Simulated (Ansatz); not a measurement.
# Ba3PbO (Pm-3m): following an unstable mode, part 2 of 2

Wanted: the energy along a soft mode of Ba3PbO (Pm-3m) and the structure at the end.

Ansatz 0.2.0; DFT PBEsol, scalar-relativistic, plane waves, PAW; PAW set soft_1.

So far, highest frequency on the path or at a solved wavevector (cm⁻¹): step 2 (response at finite wavevector) 284. Also lowest frequency on the path (cm⁻¹): step 2 -14.1.

## 5. Energy along the mode, all amplitudes (two of the runs are shown above)

An imaginary frequency means negative curvature, so the energy should fall and then rise again as anharmonic terms take over.

Numbers from this step:

```
depth at the lowest point sampled  : 0.345 meV/atom
largest atomic shift at that point : 0.14 Å
```

Energy from the parent against largest atomic shift:

| largest atomic shift (Å) | energy from the parent (meV/atom) |
| --- | --- |
| 0.000 | 0 |
| 0.040 | -0.049 |
| 0.080 | -0.172 |
| 0.140 | -0.345 |
| 0.220 | 0.064 |
| 0.320 | 3.56 |
| 0.450 | 18.9 |

Displacement at unit largest shift by atom:

| atom | x (Å) | y (Å) | z (Å) | size |
| --- | --- | --- | --- | --- |
| Ba1 | 0.000 | 0.707 | -0.707 | 1.000 |
| Ba2 | 0.000 | -0.707 | 0.707 | 1.000 |
| Ba3 | 0.707 | 0.000 | 0.707 | 1.000 |
| Ba4 | -0.707 | 0.000 | -0.707 | 1.000 |
| Ba5 | -0.707 | -0.707 | 0.000 | 1.000 |
| Ba6 | 0.707 | 0.707 | 0.000 | 1.000 |
| Pb7 | 0.000 | 0.000 | 0.000 | 0.000 |
| Pb8 | 0.000 | 0.000 | 0.000 | 0.000 |
| O9 | 0.000 | 0.000 | 0.000 | 0.000 |
| O10 | 0.000 | 0.000 | 0.000 | 0.000 |

The lowest of the steps tried is at 0.14 Å, 0.345 meV/atom below the parent; the bottom of the well need not coincide with a step.

## 6. Relaxing from the distorted cell

Starting from the lowest point found, all atoms and the cell are let go, so that strain and other modes of the same symmetry can join in.

input.yaml

```yaml
crystal:
  lattice:
    - [5.4137135094, 5.4137135094, 0.0]
    - [5.4137135094, 0.0, 5.4137135094]
    - [5.4137135094, 0.0, -5.4137135094]
  atoms:
    - { symbol: Ba, position: [0.5182859601, -0.0182859601, 0.5] }
    - { symbol: Ba, position: [0.4817140399, 0.5182859601, 0.0] }
    - { symbol: Ba, position: [0.0, 0.0182859601, 0.5] }
    - { symbol: Ba, position: [0.0, 0.4817140399, 0.0] }
    - { symbol: Ba, position: [0.4817140399, 0.5, 0.5] }
    - { symbol: Ba, position: [0.5182859601, 0.0, 0.0] }
    - { symbol: Pb, position: [0.0, 0.5, 0.5] }
    - { symbol: Pb, position: [0.0, 0.0, 0.0] }
    - { symbol: O, position: [0.5, 0.25, 0.75] }
    - { symbol: O, position: [0.5, 0.75, 0.25] }
kpoints:
  mp_grid: { grid: [8, 8, 8] }
hamiltonian:
  xc: pbesol
  pseudopotentials: { kind: paw, azcp: { folder: soft_1 }, xc_functional: pbe }
scf:
  occupations: { method: methfessel_paxton, width: 0.2 }
output:
  forces: true
  stress: true
  eigenvalues: true
relax:
  adjacent_minimum: "off"
  f_tol: 0.002
  max_steps: 120
  cell: { stress_tol: 0.03 }
```

On the command line:

```sh
$ ansatz run input.yaml --threads 4 --pin off --max-ram 10240MiB --backend cpu --events-out ev --progress --plain --runs-dir out
```

Numbers of over 12 decimals in the logs are rounded to 6 here.

The log of the run:

```text
[...]
Crystal: 10 atoms, lattice volume = 317.333 Å³
Basis set: ecut = 420 eV, 6183 PW (Γ), exchange–correlation on 108×108×108 points (8 copies of the dense FFT grid, shifted against one another)
Bands: 60, of which v1, the nominal top of the filled ones, is band 50 counted from 1 (49 counted from 0)
Symmetry: 12 space group operations
[...]
k-points: 65 of 512
[...]
SCF iter   1: F=—  HF=-59829.232389 eV  |F-HF|=—  |Δ(HF+E_count)|=         —  Δρ=9.59e-2  dr2=3.54e1  ethr=3.10e-3  ⟨swp⟩=12.4  Hψ=21150  notcnv=0
[...]
SCF iter   9: F=-59821.956883 eV  HF=-59821.956883 eV  |F-HF|=3.45e-8  |Δ(HF+E_count)|=   1.21e-6  S|Δr|=    0.00e0  Δρ=4.89e-6  dr2=8.01e-8  ethr=1.00e-10  ⟨swp⟩=12.7  Hψ=21963  notcnv=0
SCF 1 converged in 9 iterations: F = -59821.956883 eV  dr2 = 8.01e-8
[...]
relax step   1: F+E_penalty+E_count = -59821.95688266 eV  Δ(F+E_penalty+E_count) = +0.000e0 eV  max|allowed force component| = 2.143e-3 eV/Å  Δτ_max = 0.0000 Å  P = +0.013 GPa  Ω = 317.333 Å³  (9 SCF iters, dr2 threshold 1.00e-7 eV, accepted)
Crystal: 10 atoms, lattice volume = 317.498 Å³
[...]
SCF iter   6: F=-59821.956889 eV  HF=-59821.956889 eV  |F-HF|=1.60e-10  |Δ(HF+E_count)|=  2.84e-10  S|Δr|=    0.00e0  Δρ=3.72e-7  dr2=7.72e-10  ethr=2.96e-12  ⟨swp⟩=5.0  Hψ=12417  notcnv=0
SCF 2 converged in 6 iterations: F = -59821.956889 eV  dr2 = 7.72e-10
relax step   2: F+E_penalty+E_count = -59821.95688877 eV  Δ(F+E_penalty+E_count) = -6.114e-6 eV  max|allowed force component| = 2.154e-3 eV/Å  Δτ_max = 0.0020 Å  P = -0.007 GPa  Ω = 317.498 Å³  energy of the carried Pulay correction = -7.683e-5 eV  (6 SCF iters, dr2 threshold 2.96e-9 eV, accepted)
Crystal: 10 atoms, lattice volume = 317.460 Å³
[...]
SCF iter   6: F=-59821.956941 eV  HF=-59821.956941 eV  |F-HF|=1.16e-10  |Δ(HF+E_count)|=  1.31e-10  S|Δr|=    0.00e0  Δρ=1.70e-7  dr2=2.31e-10  ethr=1.00e-12  ⟨swp⟩=5.0  Hψ=13896  notcnv=0
SCF 3 converged in 6 iterations: F = -59821.956941 eV  dr2 = 2.31e-10
relax step   3: F+E_penalty+E_count = -59821.95694137 eV  Δ(F+E_penalty+E_count) = -5.259e-5 eV  max|allowed force component| = 1.929e-3 eV/Å  Δτ_max = 0.0020 Å  P = -0.003 GPa  Ω = 317.460 Å³  energy of the carried Pulay correction = -5.929e-5 eV  (6 SCF iters, dr2 threshold 2.90e-10 eV, accepted)
[...]
relax step   4: F+E_penalty+E_count = -59821.95690665 eV  Δ(F+E_penalty+E_count) = +3.472e-5 eV  max|allowed force component| = 1.021e-3 eV/Å  Δτ_max = 0.0201 Å  P = -0.029 GPa  Ω = 317.681 Å³  energy of the carried Pulay correction = -1.623e-4 eV  (9 SCF iters, accepted)
[...]
relax step   5: F+E_penalty+E_count = -59821.95706264 eV  Δ(F+E_penalty+E_count) = -1.560e-4 eV  max|allowed force component| = 2.466e-4 eV/Å  Δτ_max = 0.0043 Å  P = -0.001 GPa  Ω = 317.457 Å³  energy of the carried Pulay correction = -5.783e-5 eV  (6 SCF iters, dr2 threshold 5.68e-9 eV, accepted)
[...]
SCF iter   6: F=-59821.957116 eV  HF=-59821.957116 eV  |F-HF|=7.28e-12  |Δ(HF+E_count)|=  2.18e-11  S|Δr|=    0.00e0  Δρ=3.62e-8  dr2=6.21e-12  ethr=1.00e-12  ⟨swp⟩=5.1  Hψ=11984  notcnv=0
SCF 6 converged in 6 iterations: F = -59821.957116 eV  dr2 = 6.21e-12
relax step   6: F+E_penalty+E_count = -59821.95711588 eV  Δ(F+E_penalty+E_count) = -5.324e-5 eV  max|allowed force component| = 2.463e-4 eV/Å  Δτ_max = 0.0000 Å  P = -0.001 GPa  Ω = 317.457 Å³  stress off target by 2.20e-3 GPa  SCF on the basis re-selected at this cell (its energy is not comparable with the rows above)  (6 SCF iters)
basis re-selected at this cell: Δ(F+E_penalty+E_count) = -5.324e-5 eV, ΔP = +0.000 GPa vs the last step (what re-selecting the basis moved, of the pressure what is left beyond the Pulay correction that the steps carried, after the strain that the cell walked since its last selection, with what the two solves' SCF thresholds leave and, on support functions, any second-order correction that the steps lacked; it is no m [...]
SCF converged after 6 iterations
[...]
Free energy (F): -59821.957116 eV
[...]
Internal energy: -59821.968468 eV  (E = F + TS)
E sigma→0 (E₀):  -59821.959954 eV
Entropy (-TS):   0.011353 eV (1.135 meV/atom)
Fermi energy:    9.715053 eV
[...]
--- Forces (eV/Å), atoms counted from 1 ---
  atom   1  Ba    -0.00000000    -0.00024632     0.00024632
  atom   2  Ba     0.00000000     0.00024632    -0.00024632
  atom   3  Ba    -0.00024632     0.00000000    -0.00024632
  atom   4  Ba     0.00024632    -0.00000000     0.00024632
  atom   5  Ba     0.00024632     0.00024632     0.00000000
  atom   6  Ba    -0.00024632    -0.00024632    -0.00000000
  atom   7  Pb    -0.00000000     0.00000000    -0.00000000
  atom   8  Pb     0.00000000    -0.00000000     0.00000000
  atom   9  O     -0.00000000     0.00000000     0.00000000
  atom  10  O      0.00000000    -0.00000000    -0.00000000
  max |Σ_I F_I| component: 1.23e-18 eV/Å
--- Stress (GPa, compression-positive) ---
       -0.000718       0.000741       0.000741
        0.000741      -0.000718      -0.000741
        0.000741      -0.000741      -0.000718
  P = ⅓ Tr σ = -0.0007 GPa (-0.007 kbar)
--- Band table (eV; the first three rows and the last of 65) ---
  k-point 0: bands = [... 46 lower, 9.6014, 9.6014, 9.6316, 9.8743, 9.9270, 9.9270, 10.1582, 10.2087, ... 6 higher]
  k-point 1: bands = [... 46 lower, 9.4072, 9.4178, 9.5204, 9.5204, 9.9346, 9.9346, 10.1861, 10.4505, ... 6 higher]
  k-point 2: bands = [... 46 lower, 9.2206, 9.2206, 9.3363, 9.3363, 10.0742, 10.0742, 10.4724, 10.9074, ... 6 higher]
  k-point 64: bands = [... 46 lower, 8.5529, 8.6841, 8.7120, 9.1822, 10.5071, 10.9386, 11.0280, 11.3594, ... 6 higher]
--- Relaxed structure (5 steps of the walk, 5 accepted, 1 SCFs on fresh bases) ---
  F+E_penalty+E_count = -59821.95711588 eV   max|allowed force component| = 2.463e-4 eV/Å   (the final SCF, on the basis selected at the relaxed cell)
  cell:  # Å, volume = 317.4572 Å³
    - [5.417039, 5.417039, -4.336808689942018e-19]
    - [5.417039, 0.0, 5.417039]
    - [5.411799, 0.00524023, -5.411799]
  atoms:
    - { symbol: Ba, position: [0.520862, -0.020862, 0.5] }
    - { symbol: Ba, position: [0.479138, 0.520862, 0.0] }
    - { symbol: Ba, position: [0, 0.020862, 0.500000] }
    - { symbol: Ba, position: [1.6263032587282567e-19, 0.479138, 0.0] }
    - { symbol: Ba, position: [0.479138, 0.5, 0.500000] }
    - { symbol: Ba, position: [0.520862, -1.1724305538746894e-19, 1.1747032783646425e-19] }
    - { symbol: Pb, position: [0, 0.5, 0.500000] }
    - { symbol: Pb, position: [0, 0, 0] }
    - { symbol: O, position: [0.5, 0.25, 0.750000] }
    - { symbol: O, position: [0.5, 0.750000, 0.250000] }
```

The job ended after 2.6 min (4 threads of Arm Neoverse V1, shared host; peak memory 1.4 GiB; 10 min of CPU time).

Step by step:

| step | energy less that of the first step (eV) | largest force component (eV/Å) | pressure (GPa) | volume (Å³) |
| --- | --- | --- | --- | --- |
| 1 | 0.0000 | 0.0021 | 0.01 | 317.33 |
| 2 | 0.0000 | 0.0022 | -0.01 | 317.50 |
| 3 | -0.0001 | 0.0019 | 0.00 | 317.46 |
| 4 | 0.0000 | 0.0010 | -0.03 | 317.68 |
| 5 | -0.0002 | 0.0002 | 0.00 | 317.46 |
| 6* | -0.0002 | 0.0002 | 0.00 | 317.46 |

Relaxation steps marked * repeat the geometry before them on a plane-wave basis chosen anew for their cell, so energy and pressure can jump there.

The run keeps the 12 symmetry operations that it works with, so distortions that break them were not tested.

| conventional cell, symmetrised | before | after | change |
| --- | --- | --- | --- |
| a (Å) | 7.656 | 7.661 | +0.1 % |
| b (Å) | 7.656 | 7.661 | +0.1 % |
| c (Å) | 18.754 | 18.738 | -0.1 % |
| volume (Å³/atom) | 31.73 | 31.75 | +0.0 % |

The atoms that moved most (Å, as changes of fractional coordinates times the final cell):

| atom | dx | dy | dz | length |
| --- | --- | --- | --- | --- |
| Ba6 | 0.014 | 0.014 | 0.000 | 0.020 |
| Ba2 | 0.000 | -0.014 | 0.014 | 0.020 |
| Ba3 | 0.014 | 0.000 | 0.014 | 0.020 |
| Ba5 | -0.014 | -0.014 | 0.000 | 0.020 |
| Ba4 | -0.014 | 0.000 | -0.014 | 0.020 |
| Ba1 | 0.000 | 0.014 | -0.014 | 0.020 |

Final coordinates:

```cif
data_structure
_symmetry_space_group_name_H-M 'P 1'
_symmetry_Int_Tables_number 1
_cell_length_a 7.6609
_cell_length_b 7.6609
_cell_length_c 7.6534
_cell_angle_alpha 90.000
_cell_angle_beta 59.968
_cell_angle_gamma 60.000
_cell_volume 317.46
loop_
_atom_site_label
_atom_site_type_symbol
_atom_site_fract_x
_atom_site_fract_y
_atom_site_fract_z
_atom_site_occupancy
Ba1 Ba 0.52086 0.97914 0.50000 1
Ba2 Ba 0.47914 0.52086 0.00000 1
Ba3 Ba 0.00000 0.02086 0.50000 1
Ba4 Ba 0.00000 0.47914 0.00000 1
Ba5 Ba 0.47914 0.50000 0.50000 1
Ba6 Ba 0.52086 0.00000 0.00000 1
Pb7 Pb 0.00000 0.50000 0.50000 1
Pb8 Pb 0.00000 0.00000 0.00000 1
O9 O 0.50000 0.25000 0.75000 1
O10 O 0.50000 0.75000 0.25000 1
```

Numbers from this step:

* pressure: -7.18e-4 GPa
* volume per atom: 31.75 Å³

The distorted start has space group R-3c; the relaxation ends in R-3c.

## 7. The new phase in its own primitive cell

The relaxed structure is symmetrised, reduced to its primitive cell and relaxed tightly, as its phonons need.

input.yaml, the sections that differ from step 6:

```yaml
crystal:
  lattice:
    - [3.8304250172, 2.2114969148, 6.2459815107]
    - [-3.8304250172, 2.2114969148, 6.2459815107]
    - [0.0, -4.4229938296, 6.2459815107]
  atoms:
    - { symbol: Ba, position: [0.25, 0.770861918, 0.729138082] }
    - { symbol: Ba, position: [0.75, 0.229138082, 0.270861918] }
    - { symbol: Ba, position: [0.770861918, 0.729138082, 0.25] }
    - { symbol: Ba, position: [0.229138082, 0.270861918, 0.75] }
    - { symbol: Ba, position: [0.729138082, 0.25, 0.770861918] }
    - { symbol: Ba, position: [0.270861918, 0.75, 0.229138082] }
    - { symbol: Pb, position: [0.25, 0.25, 0.25] }
    - { symbol: Pb, position: [0.75, 0.75, 0.75] }
    - { symbol: O, position: [0.5, 0.5, 0.5] }
    - { symbol: O, position: [0.0, 0.0, 0.0] }
kpoints:
  mp_grid: { grid: [6, 6, 6] }
relax:
  adjacent_minimum: "off"
  f_tol: 0.001
  max_steps: 60
  cell: { stress_tol: 0.01 }
# hamiltonian, scf, output: as in step 6
```

The log of the run:

```text
[...]
Crystal: 10 atoms, lattice volume = 317.457 Å³
Basis set: ecut = 420 eV, 6183 PW (Γ), exchange–correlation on 108×108×108 points (8 copies of the dense FFT grid, shifted against one another)
Bands: 60, of which v1, the nominal top of the filled ones, is band 50 counted from 1 (49 counted from 0)
Symmetry: 12 space group operations
[...]
k-points: 32 of 216
[...]
- { symbol: Ba, position: [0.770862, 0.729138, 0.250000] }
    - { symbol: Ba, position: [0.229138, 0.270862, 0.750000] }
    - { symbol: Ba, position: [0.729138, 0.250000, 0.770862] }
    - { symbol: Ba, position: [0.270862, 0.75, 0.229138] }
    - { symbol: Pb, position: [0.250000, 0.250000, 0.250000] }
    - { symbol: Pb, position: [0.750000, 0.750000, 0.750000] }
    - { symbol: O, position: [0.500000, 0.500000, 0.500000] }
    - { symbol: O, position: [0.0, 0.0, 0.0] }
[key lines of the parts left out:]
SCF converged after 6 iterations
Free energy (F): -59821.957000 eV
Fermi energy:    9.729527 eV
P = ⅓ Tr σ = 0.0026 GPa (0.026 kbar)
```

Run time: 30 s. Hardware: 4 threads; peak memory 1.1 GiB.

Little changed from the start: no atom moved by 0.005 Å and no cell edge by 0.1 %.

This step gave:

```
pressure : 0.002595 GPa
```

The largest force component left is 0.25 meV/Å and the pressure is 0.003 GPa, within the tolerances set. The cell now holds 31.75 Å³/atom.

## 8. Modes of the new phase, k-mesh 6×6×6

A relaxed structure may still be a saddle point, so its zone-centre modes are computed. No field response is asked, since the mesh shows no gap.

input.yaml: that of step 7 with these lines changed.

```diff
@@ -24,9 +24,4 @@
 output:
-  forces: true
-  stress: true
   eigenvalues: true
-relax:
-  adjacent_minimum: "off"
-  f_tol: 0.001
-  max_steps: 60
-  cell: { stress_tol: 0.01 }
+phonons:
+  method: dfpt
```

The log of the run:

```text
[...]
Crystal: 10 atoms, lattice volume = 317.457 Å³
Basis set: ecut = 420 eV, 6183 PW (Γ), exchange–correlation on 108×108×108 points (8 copies of the dense FFT grid, shifted against one another)
Bands: 60, of which v1, the nominal top of the filled ones, is band 50 counted from 1 (49 counted from 0)
Symmetry: 12 space group operations
k-points: 112 of 216 (irreducible under 1 space group operation, time reversal used)
[...]
SCF iter   1: F=—  HF=-59829.246989 eV  |F-HF|=—  |Δ(HF+E_count)|=         —  Δρ=9.60e-2  dr2=3.56e1  ethr=3.10e-3  ⟨swp⟩=12.5  Hψ=37311  notcnv=0
[...]
SCF iter  12: F=-59821.957000 eV  HF=-59821.957000 eV  |F-HF|=2.91e-11  |Δ(HF+E_count)|=  1.46e-11  S|Δr|=    0.00e0  Δρ=1.16e-8  dr2=3.78e-13  ethr=1.00e-12  ⟨swp⟩=14.6  Hψ=34185  notcnv=0
SCF 1 converged in 12 iterations: F = -59821.957000 eV  dr2 = 3.78e-13
[...]
DFPT response loops at Γ: preconditioner auto → Kerker (q_TF=auto, 2.250 Å⁻¹) (partly filled bands, converged f_vac=0.000); β = 1.00, the filter's whole step (`scf.mixing.beta` (0.50) is not read by the response loops under this deck's `scf.mixing.preconditioner`; to damp them name `kerker` or `kerker_dos`, under which they read `scf.mixing.beta`, and type it under 1.00, their step now; both keys bind the ground state too); Broyden in place of MSR1
SCF converged after 12 iterations
[...]
Free energy (F): -59821.957000 eV
[...]
Internal energy: -59821.969169 eV  (E = F + TS)
E sigma→0 (E₀):  -59821.960042 eV
Entropy (-TS):   0.012169 eV (1.217 meV/atom)
Fermi energy:    9.729527 eV
[...]
--- Band table (eV; the first three rows and the last of 112) ---
  k-point 0: bands = [... 46 lower, 9.6017, 9.6017, 9.6322, 9.8739, 9.9270, 9.9270, 10.1589, 10.2096, ... 6 higher]
  k-point 1: bands = [... 46 lower, 9.3444, 9.3699, 9.4573, 9.4978, 9.9243, 9.9255, 10.2459, 10.5812, ... 6 higher]
  k-point 2: bands = [... 46 lower, 9.0965, 9.1234, 9.2307, 9.2596, 10.1946, 10.2031, 10.7243, 11.0452, ... 6 higher]
  k-point 111: bands = [... 46 lower, 9.0900, 9.0900, 9.0900, 9.0900, 10.6686, 10.6686, 10.6686, 10.6686, ... 6 higher]
--- Phonons (Γ-DFPT): 6 representative perturbations + reference, on 112 of 216 k-points (Σ response iterations 24) ---
  k mesh reduced under 1 symmetry operation, with k and −k counted as one. Each operation leaves every solved perturbation unchanged. A smaller set is not used because it would not reduce the number of displacements times k-points to solve
  ASR residual: 2.040e-5 → 0.000e0 eV/Å²; symmetrization residual: 1.123e-5 eV/Å²
  ASR residual per site (eV/Å²): 9.99e-6 9.99e-6 9.99e-6 9.99e-6 9.99e-6 9.99e-6 1.78e-5 1.78e-5 2.04e-5 2.04e-5
  Γ frequencies (cm⁻¹): 0.00 0.00 0.00 3.58 3.58 21.03 42.57 42.57 49.25 49.95 52.38 52.38 53.20 53.20 53.57 57.21 57.21 96.74 99.10 99.10 105.28 106.77 106.77 153.49 153.93 153.94 153.94 278.52 279.15 279.15
  non-analytic LO–TO correction: not included (Born effective charges unavailable; polar crystals: no LO–TO splitting at Γ)
```

It took 13 min on 4 threads; peak memory 7.4 GiB.

This step gave:

| Item | Value |
| --- | --- |
| sum-rule residual before enforcement | 2.04e-5 eV/Å² |
| point group | -3m |
| highest optical mode at the zone centre (no LO-TO term) | 279.1 cm⁻¹ |
| lowest optical zone-centre mode | 3.58 cm⁻¹ |

Patterns of degenerate modes are one choice out of their space. Modes at Γ, with each element's share of the kinetic energy:

| mode | frequency (cm⁻¹) | symmetry | Ba % | Pb % | O % |
| --- | --- | --- | --- | --- | --- |
| 1 | 0.0 | acoustic | 65 | 33 | 3 |
| 2 | 0.0 | acoustic | 65 | 33 | 3 |
| 3 | 0.0 | acoustic | 65 | 33 | 3 |
| 4 | 3.6 | Eg | 100 | 0 | 0 |
| 5 | 3.6 | Eg | 100 | 0 | 0 |
| 6 | 21.0 | A1g | 100 | 0 | 0 |
| 7 | 42.6 | Eu | 99 | 1 | 0 |
| 8 | 42.6 | Eu | 99 | 1 | 0 |
| 9 | 49.2 | A1u | 100 | 0 | 0 |
| 10 | 50.0 | A2g | 1 | 99 | 0 |
| 11 | 52.4 | Eg | 38 | 62 | 0 |
| 12 | 52.4 | Eg | 38 | 62 | 0 |
| 13 | 53.2 | Eg | 64 | 36 | 0 |
| 14 | 53.2 | Eg | 64 | 36 | 0 |
| 15 | 53.6 | A2u | 33 | 67 | 0 |
| 16 | 57.2 | Eu | 34 | 66 | 0 |
| 17 | 57.2 | Eu | 34 | 66 | 0 |
| 18 | 96.7 | A2g | 99 | 1 | 0 |
| 19 | 99.1 | Eg | 98 | 2 | 0 |
| 20 | 99.1 | Eg | 98 | 2 | 0 |
| 21 | 105.3 | A2u | 98 | 0 | 2 |
| 22 | 106.8 | Eu | 97 | 0 | 2 |
| 23 | 106.8 | Eu | 97 | 0 | 2 |
| 24 | 153.5 | A2g | 100 | 0 | 0 |
| 25 | 153.9 | not assigned | 5 | 0 | 95 |
| 26 | 153.9 | not assigned | 5 | 0 | 95 |
| 27 | 153.9 | not assigned | 5 | 0 | 95 |
| 28 | 278.5 | A1u | 0 | 0 | 100 |
| 29 | 279.1 | Eu | 0 | 0 | 100 |
| 30 | 279.1 | Eu | 0 | 0 | 100 |

Displacements in mode 6 (21.0 cm⁻¹), the largest set to 1:
```
Ba1 -0.50  0.87  0.00
Ba2  0.50 -0.87  0.00
Ba3  1.00  0.00  0.00
Ba4 -1.00  0.00  0.00
Ba5 -0.50 -0.87  0.00
Ba6  0.50  0.87  0.00
Pb7  0.00  0.00  0.00
Pb8  0.00  0.00  0.00
O9   0.00  0.00  0.00
O10  0.00  0.00  0.00
```

Displacements in mode 21 (105.3 cm⁻¹), the largest set to 1:
```
Ba1 -0.87 -0.50 -0.01
Ba2 -0.87 -0.50 -0.01
Ba3  0.00  1.00 -0.01
Ba4  0.00  1.00 -0.01
Ba5  0.87 -0.50 -0.01
Ba6  0.87 -0.50 -0.01
Pb7  0.00  0.00  0.07
Pb8  0.00  0.00  0.07
O9   0.00  0.00 -0.76
O10  0.00  0.00 -0.76
```

Before it was imposed, the acoustic sum rule was missed by 2.0e-5 eV/Å². Small misses are needed for a sound result but don't prove that mesh and cutoff are converged. The lowest optical mode is real, 3.6 cm⁻¹.

## 9. Outcome

```
unstable mode of the parent                                                      : q = (-0.5, -0.5, -0.5), 14i cm⁻¹
depth at the lowest point sampled                                                : 0.345 meV/atom
largest atomic shift at that point                                               : 0.14 Å
space group reached (within 0.01 Å)                                              : R-3c
energy gained over the parent (first relaxation, on the mesh of the frozen mode) : 0.356 meV/atom
volume per atom, phase reached                                                   : 31.7 Å³
lowest optical zone-centre mode, phase reached                                   : 3.6 cm⁻¹
highest optical mode at the zone centre (no LO-TO term), phase reached           : 279 cm⁻¹
```

Along this mode the structure falls into R-3c, 0.356 meV/atom below the parent. At the parent's cell the well is 0.345 meV/atom deep on the steps tried, with its lowest point at a shift of 0.14 Å. Relaxing atoms and cell changes the gain by +0.01 meV/atom against the lowest step (energies at zero smearing). The new phase has no imaginary mode at the zone centre of its cell; other wavevectors were not checked. How so shallow a well moves with the k mesh was not tested. Each path keeps the symmetry of its pattern, so a lower phase may lie along a pattern not tried. With no gap, or one that is small against the smearing, the frequencies hang on the k mesh and the smearing, most of all near Kohn anomalies. An optical mode within 15 cm⁻¹ of zero is at the mercy of small errors in the force constants, and even its sign is uncertain. Spin-orbit coupling is left out, which can matter for the heavy elements here. The PAW files were made for PBE and serve the other functionals too. A phonon run warned that its eigensolver left some bands unconverged in a pass.

[Logs are printed without paths, hosts, clocks, repeated set-up lines and the standing remarks that a program may print on its own settings, such as how far it seeks lower states.]

[Hosts, paths, dates, database ids (printed as entryN), source tags and the programs' standing remarks are cut or masked in the printed files.]
